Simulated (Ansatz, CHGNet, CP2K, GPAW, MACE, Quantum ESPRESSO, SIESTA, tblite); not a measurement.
# Quantum ESPRESSO runs on glassy 77ZrO2-23SiO2 (mol %) (90 atoms)

Aim: run glassy 77ZrO2-23SiO2 (mol %) (90 atoms) in Quantum ESPRESSO and see how near its forces come to a plane-wave reference, and at what cost.

Program: Quantum ESPRESSO 7.5. Level of theory: the method is named at each step. Values are calculated unless marked as measured.

### 1. The system as given

The cell holds 90 atoms: 23 Zr, 7 Si and 60 O. Cell: a = 10.551 Å, b = 10.551 Å, c = 10.551 Å, α = 90.0°, β = 90.0°, γ = 90.0°. 90 atoms (23 Zr, 7 Si, 60 O) placed at random at 4.39 g/cm³, melted at 4000 K for 10 ps at fixed volume with the Morse and Coulomb pair potential with partial charges (Pedone, Malavasi, Menziani, Cormack and Segre, J. Phys. Chem. B 110, 11780 (2006)). Quenched from 1800 K to 300 K at 50 K/ps and fixed volume, held 10 ps at zero pressure, then minimised at fixed cell. Then every atom was moved at random, 0.03 Å r.m.s. a Cartesian component.

The yardstick, on the same geometry:

- method: Kohn-Sham DFT, PBE, PAW, plane waves (Ansatz 0.2.0); cutoff 420 eV, Γ point, fermi-dirac smearing of 0.05 eV; PAW set soft_2
- r.m.s. force component: 1.312 eV/Å
- longest force: 7.248 eV/Å
- pressure: 2.785 GPa
- gap (highest filled to lowest empty level): 3.209 eV
- SCF cycles: 10
- time: 24 s on 4 threads of Arm Neoverse V1, shared host
- CPU time: 89 s

### 2. PBE, sssp-1.3.0-efficiency, 60/480 Ry

Method: Kohn-Sham DFT, PBE, SSSP efficiency 1.3.0 pseudopotentials, plane waves.

pw.in reads:

```
&control
  calculation = 'scf'
  pseudo_dir = './pseudo'
  outdir = './tmp'
  disk_io = 'none'
  tprnfor = .true.
  tstress = .true.
/
&system
  ibrav = 0
  nat = 90
  ntyp = 3
  ecutwfc = 60
  ecutrho = 480
  nosym = .true.
  occupations = 'smearing'
  smearing = 'fd'
  degauss = 0.003675
/
&electrons
  conv_thr = 4.5e-07
  electron_maxstep = 100
  mixing_beta = 0.4
  mixing_mode = 'plain'
  diagonalization = 'david'
/
ATOMIC_SPECIES
Zr 91.224 Zr.upf
Si 28.085 Si.upf
O 15.999 O.upf
CELL_PARAMETERS angstrom
10.55091 0.00000 0.00000
0.00000 10.55091 0.00000
0.00000 0.00000 10.55091
ATOMIC_POSITIONS crystal
Zr 0.12943 0.66174 0.18382
Zr 0.97571 0.19964 0.32028
Zr 0.23148 0.51308 0.49722
Zr 0.43377 0.65285 0.27605
Zr 0.08622 0.98882 0.11315
Zr 0.63074 0.60293 0.51760
Zr 0.38333 0.61346 0.75109
Zr 0.94353 0.35383 0.62749
Zr 0.92069 0.70756 0.62276
Zr 0.92598 0.74797 0.96423
Zr 0.65040 0.82388 0.74582
Zr 0.36374 0.42308 0.05464
Zr 0.38622 0.84103 0.99129
Zr 0.42800 0.92864 0.50588
Zr 0.78710 0.04610 0.54503
Zr 0.17260 0.84001 0.71516
Zr 0.80634 0.60453 0.27919
Zr 0.46215 0.10167 0.75189
Zr 0.05860 0.38942 0.04131
Zr 0.60724 0.60949 0.98869
Zr 0.97125 0.14377 0.84249
Zr 0.77311 0.34290 0.03703
Zr 0.63718 0.86424 0.24681
Si 0.41099 0.23040 0.43706
Si 0.23091 0.32683 0.77513
Si 0.09125 0.91636 0.43349
Si 0.63861 0.40445 0.74034
Si 0.68635 0.30907 0.34501
Si 0.31012 0.12119 0.19440
Si 0.80108 0.04177 0.06887
O 0.73530 0.65128 0.68819
O 0.97869 0.03382 0.44073
O 0.03236 0.31454 0.45494
O 0.79707 0.15876 0.97039
O 0.61917 0.00928 0.65870
O 0.87565 0.16606 0.66986
O 0.31348 0.70382 0.12256
O 0.51562 0.73240 0.84700
O 0.44107 0.55876 0.45243
O 0.93185 0.32863 0.16471
O 0.43071 0.12841 0.55112
O 0.28455 0.99055 0.10761
O 0.62280 0.67291 0.32164
O 0.39307 0.13269 0.32200
O 0.00744 0.73844 0.79239
O 0.00976 0.58137 0.03522
O 0.26375 0.68046 0.62160
O 0.81278 0.77100 0.17650
O 0.01910 0.54048 0.60128
O 0.53966 0.77510 0.58936
O 0.43701 0.50988 0.91591
O 0.08948 0.28229 0.73770
O 0.66637 0.44468 0.89292
O 0.90230 0.95490 0.98100
O 0.21526 0.38957 0.91916
O 0.82258 0.88733 0.65352
[... 30 atom lines left out ...]
O 0.23559 0.95291 0.46844
O 0.54141 0.49883 0.67941
O 0.35479 0.94402 0.68872
O 0.09393 0.99877 0.79070
K_POINTS gamma
```

Launch:

```bash
> OMP_NUM_THREADS=1 mpirun -np 4 pw.x -in pw.in > output.txt
```

The log of the run:

```text
Program PWSCF
     gamma-point specific algorithms are used
     one sub-group per band group will be used
     scalapack distributed-memory algorithm (size of sub-group:  2*  2 procs)
     Parallelization info
     sticks:   dense  smooth     PW     G-vecs:    dense   smooth      PW
     Min        3797    1896    472               351975   124360   15552
     Max        3800    1898    474               351984   124370   15554
     Sum       15193    7589   1893              1407915   497463   62213
     bravais-lattice index     =            0
     lattice parameter (alat)  =      19.9383  a.u.
     unit-cell volume          =    7926.2243 (a.u.)^3
     number of atoms/cell      =           90
     number of atomic types    =            3
     number of electrons       =       664.00
     number of Kohn-Sham states=          398
     kinetic-energy cutoff     =      60.0000  Ry
     charge density cutoff     =     480.0000  Ry
     scf convergence threshold =      4.5E-07
     mixing beta               =       0.4000
     number of iterations used =            8  plain     mixing
     Exchange-correlation= SLA  PW   PBX  PBC
                           (   1   4   3   4   0   0   0)
     crystal axes: (cart. coord. in units of alat)
               a(1) = (   1.000000   0.000000   0.000000 )
               a(2) = (   0.000000   1.000000   0.000000 )
               a(3) = (   0.000000   0.000000   1.000000 )
     reciprocal axes: (cart. coord. in units 2 pi/alat)
               b(1) = (  1.000000  0.000000  0.000000 )
               b(2) = (  0.000000  1.000000  0.000000 )
               b(3) = (  0.000000  0.000000  1.000000 )
     PseudoPot. # 1 for Zr:
     Pseudo is Ultrasoft + core correction, Zval = 12.0
     PseudoPot. # 2 for Si:
     Pseudo is Ultrasoft + core correction, Zval =  4.0
     PseudoPot. # 3 for O :
     Pseudo is Projector augmented-wave + core cor, Zval =  6.0
     atomic species   valence    mass     pseudopotential
     Zr               12.00    91.22400     Zr( 1.00)
     Si                4.00    28.08500     Si( 1.00)
     O                 6.00    15.99900     O ( 1.00)
     No symmetry found
   Cartesian axes
     number of k points=     1  Fermi-Dirac smearing, width (Ry)=  0.0037
                       cart. coord. in units 2pi/alat
        k(    1) = (   0.0000000   0.0000000   0.0000000), wk =   2.0000000
     Dense  grid:   703958 G-vectors     FFT dimensions: ( 144, 144, 144)
     Smooth grid:   248732 G-vectors     FFT dimensions: ( 100, 100, 100)
     Initial potential from superposition of free atoms
     starting charge     663.9466, renormalised to     664.0000
     Starting wfcs are  567 randomized atomic wfcs
     Self-consistent Calculation
     iteration #  1     ecut=    60.00 Ry     beta= 0.40
     total energy              =   -4862.81770264 Ry
     estimated scf accuracy    <      33.11449729 Ry
     iteration #  2     ecut=    60.00 Ry     beta= 0.40
     total energy              =   -4871.58238598 Ry
     estimated scf accuracy    <       2.84046307 Ry
     iteration #  3     ecut=    60.00 Ry     beta= 0.40
     total energy              =   -4872.05554341 Ry
     estimated scf accuracy    <       0.52689073 Ry
     iteration #  4     ecut=    60.00 Ry     beta= 0.40
     total energy              =   -4872.08824522 Ry
     estimated scf accuracy    <       0.17068247 Ry
     iteration #  5     ecut=    60.00 Ry     beta= 0.40
     total energy              =   -4872.11106249 Ry
     estimated scf accuracy    <       0.04239564 Ry
     iteration #  6     ecut=    60.00 Ry     beta= 0.40
     total energy              =   -4872.11079885 Ry
     estimated scf accuracy    <       0.00859000 Ry
     iteration #  7     ecut=    60.00 Ry     beta= 0.40
     total energy              =   -4872.11266346 Ry
     estimated scf accuracy    <       0.00041793 Ry
     iteration #  8     ecut=    60.00 Ry     beta= 0.40
     total energy              =   -4872.11280389 Ry
     estimated scf accuracy    <       0.00042738 Ry
     iteration #  9     ecut=    60.00 Ry     beta= 0.40
     total energy              =   -4872.11280210 Ry
     estimated scf accuracy    <       0.00009877 Ry
     iteration # 10     ecut=    60.00 Ry     beta= 0.40
     total energy              =   -4872.11283261 Ry
     estimated scf accuracy    <       0.00000554 Ry
     iteration # 11     ecut=    60.00 Ry     beta= 0.40
     total energy              =   -4872.11283285 Ry
     estimated scf accuracy    <       0.00000244 Ry
     iteration # 12     ecut=    60.00 Ry     beta= 0.40
     End of self-consistent calculation
          k = 0.0000 0.0000 0.0000 ( 31107 PWs)   bands (ev):
   -41.0573 -40.8684 -40.6909 -40.6071 -40.5969 -40.5750 -40.5491 -40.5225
   -40.4600 -40.4157 -40.3424 -40.3297 -40.3037 -40.2381 -40.1335 -40.0700
   -40.0358 -39.9256 -39.7800 -39.7157 -39.7066 -39.4102 -39.1670 -19.2822
   -19.1990 -19.1396 -19.0901 -19.0453 -19.0358 -18.9977 -18.9649 -18.9616
   -18.9322 -18.9064 -18.8884 -18.8595 -18.8131 -18.7996 -18.7839 -18.7488
   -18.7422 -18.7254 -18.7012 -18.6942 -18.6821 -18.6639 -18.6574 -18.6477
   -18.6373 -18.6136 -18.6065 -18.5895 -18.5680 -18.5617 -18.5498 -18.5210
   -18.5103 -18.5022 -18.4957 -18.4717 -18.4686 -18.4440 -18.3959 -18.3941
   -18.3847 -18.3692 -18.3408 -18.3125 -18.2954 -18.2554 -18.2424 -18.2298
   -18.2142 -18.2082 -18.1703 -18.1286 -18.1266 -18.1127 -18.0694 -18.0255
   -17.9836 -17.8926 -17.8817 -17.8769 -17.8521 -17.7833 -17.7464 -17.6335
   -17.5247 -17.5081 -17.4430 -17.3776 -11.7932 -11.4739 -11.3667 -11.3082
[...]
11.9325  11.9384  11.9584  12.0025  12.1062  12.1345  12.1461  12.1724
    12.2227  12.2642  12.2874  12.2958  12.3609  12.3987  12.4453  12.4529
    12.4635  12.5101  12.5535  12.6015  12.6332  12.6570  12.7007  12.7431
    12.7580  12.7986  12.8615  12.8836  12.9109  12.9852  13.0196  13.0418
    13.0718  13.1025  13.1422  13.1583  13.2118  13.2648  13.2929  13.3396
    13.3558  13.3941  13.4342  13.5365  13.5476  13.5581
     the Fermi energy is     9.7132 ev
!    total energy              =   -4872.11283350 Ry
     estimated scf accuracy    <       0.00000031 Ry
     smearing contrib. (-TS)   =      -0.00000000 Ry
     internal energy E=F+TS    =   -4872.11283350 Ry
     The total energy is F=E-TS. E is the sum of the following terms:
     one-electron contribution =   -1661.46643697 Ry
     hartree contribution      =    1178.80231322 Ry
     xc contribution           =    -904.15244085 Ry
     ewald contribution        =   -2914.68990741 Ry
     one-center paw contrib.   =    -570.60636150 Ry
     convergence has been achieved in  12 iterations
     Forces acting on atoms (cartesian axes, Ry/au):
     atom    1 type  1   force =    -0.01677875   -0.00376629    0.02979482
     atom    2 type  1   force =     0.04055681   -0.01302914   -0.00757359
     atom    3 type  1   force =     0.03091946    0.00988507   -0.03444976
     atom    4 type  1   force =    -0.06557530    0.00553445    0.01669605
     atom    5 type  1   force =    -0.07793562    0.06474051    0.02073792
     atom    6 type  1   force =     0.00067779   -0.00064815    0.01416396
     atom    7 type  1   force =     0.03879506   -0.01299121    0.01081375
     atom    8 type  1   force =    -0.00259998    0.03009373   -0.07714427
     atom    9 type  1   force =    -0.10875886   -0.03664955   -0.06720340
     atom   10 type  1   force =    -0.01249239   -0.01819370    0.04847554
     atom   11 type  1   force =     0.03492022    0.05416345   -0.03671761
     atom   12 type  1   force =    -0.10493394   -0.10708248    0.07620668
[...]
atom   86 type  3   force =     0.00710014    0.01663739   -0.00307093
     atom   87 type  3   force =     0.04088101   -0.00269723    0.01689673
     atom   88 type  3   force =    -0.08898124    0.10818803   -0.05401372
     atom   89 type  3   force =    -0.03156084   -0.04313171    0.00791815
     atom   90 type  3   force =    -0.00989802   -0.00903338   -0.00483231
     Total force =     0.853445     Total SCF correction =     0.001160
     Computing stress (Cartesian axis) and pressure
          total   stress  (Ry/bohr**3)                   (kbar)     P=       24.01
   0.00021795   0.00009138   0.00011857           32.06       13.44       17.44
   0.00009138   0.00006655   0.00000242           13.44        9.79        0.36
   0.00011857   0.00000242   0.00020508           17.44        0.36       30.17
     Message from routine punch:
     Nothing written, as per user request (disk_io='none')
```

Wall time 4.2 min (4 MPI ranks of Arm Neoverse V1, shared host); peak memory 3.9 GiB.

Banners and routine set-up lines are dropped from the logs; longer cuts are marked.

Numbers from this run, and their distance from the reference:

```yaml
r_m_s_force_component: 1.335 eV/Å
r_m_s_difference_of_force_components: 39.07 meV/Å
longest_difference_of_force_vectors: 221.6 meV/Å
force_difference_over_r_m_s_force: 2.979 %
slope_of_forces_against_the_reference_s: 1.018
correlation_of_force_components: 0.9997
spacing_of_highest_filled_and_lowest_empty_level: 3.207 eV
gap_difference: -0.0022 eV
pressure: 2.401 GPa
pressure_difference: -0.384 GPa
```

Length of the force difference by element (eV/Å):

```
element  atoms   mean   most
      O     60  0.052   0.22
     Si      7  0.086   0.13
     Zr     23  0.013  0.027
```

Levels nearest the highest filled one (eV from it): -0.56, -0.55, -0.50, -0.44, -0.41, -0.38, -0.28, -0.24, -0.13, -0.07, -0.01, 0.00, 3.21, 3.26, 3.35, 3.43, 3.50, 3.53, 3.58, 3.59, 3.62, 3.69, 3.75, 3.81.

Local excerpt of 11 atoms (numbers count through the whole input) about O80, picked at random; x, y, z are measured from there.

```
atom      x      y      z  distance (Å)  bonds     Fx     Fy  Fz (eV/Å)
 O80   0.00   0.00   0.00          0.00      2   0.19  -0.91      -4.52
Si28   0.11   0.15   1.51          1.52      4  -0.24   0.66       4.94
Zr22   1.03   0.50  -1.74          2.09      6  -0.68   0.90       0.04
 O83  -1.30  -0.06   2.28          2.63      2   0.82   0.32      -0.05
 O60   0.53   1.73   1.93          2.65      3  -0.30  -1.32       0.54
 O74   1.29  -0.90   2.24          2.74      3  -1.08   1.07      -0.91
 O40   2.70   0.35  -0.40          2.76      3  -0.73  -0.24       0.99
 O78   0.83   2.46  -1.02          2.79      3  -0.89  -0.27      -1.16
 O70  -1.96   2.33  -0.56          3.10      3   1.46   0.52       0.68
 O34   1.28  -1.44  -2.45          3.11      3  -0.66   0.49      -0.85
 O75  -0.02  -3.02  -0.78          3.12      2  -2.95  -0.98       0.91
```

Forces lie 3.0 % from the reference's, at 11 times its CPU time.

### 3. Results

```json
{
  "force difference from the reference": "QE PBE, sssp-1.3.0-efficiency, 60/480 Ry, 3.0 %",
  "its CPU time": "17 min"
}
```

What this shows: PBE on plane waves or a grid with other potentials, cutoffs or grids differs from the reference by 3.0 % (QE PBE, sssp-1.3.0-efficiency, 60/480 Ry) of the r.m.s. force; this holds the reference's own error, so differences of a few per cent don't tell which side is nearer the exact PBE result (QE's 60 Ry are 816 eV, against the reference's 420 eV). PBE gaps agree with the reference's 3.21 eV within 0.003 eV. The quench rate of 50 K/ps is many orders above laboratory rates, so the cell is likely richer in defects and strain than a real sample. The network of bonds at the start is that of the classical potential that made the cell, and needn't be the one that DFT or experiment would give. The reference's pressure of 2.8 GPa belongs to unrelaxed atoms and would change as they relax. The electronic-structure runs sample only Γ, in a cell whose shortest periodic width is 11 Å.

[Long decimals in the printed logs are rounded to 6 places.]

[Also dropped from logs without a mark: lines with file paths, logging warnings of Python, QE's lines on negative density and diagonalisation, SIESTA's first energy breakdown, zero terms and Voronoi charges.]

[Logs are printed without paths, hosts, clocks, repeated set-up lines and the standing remarks that a program may print on its own settings, such as how far it seeks lower states.]

[Hosts, paths, dates, database ids (printed as entryN), source tags and the programs' standing remarks are cut or masked in the printed files.]

[Most failed runs of this program on this cell are left out, timed-out ones always.]
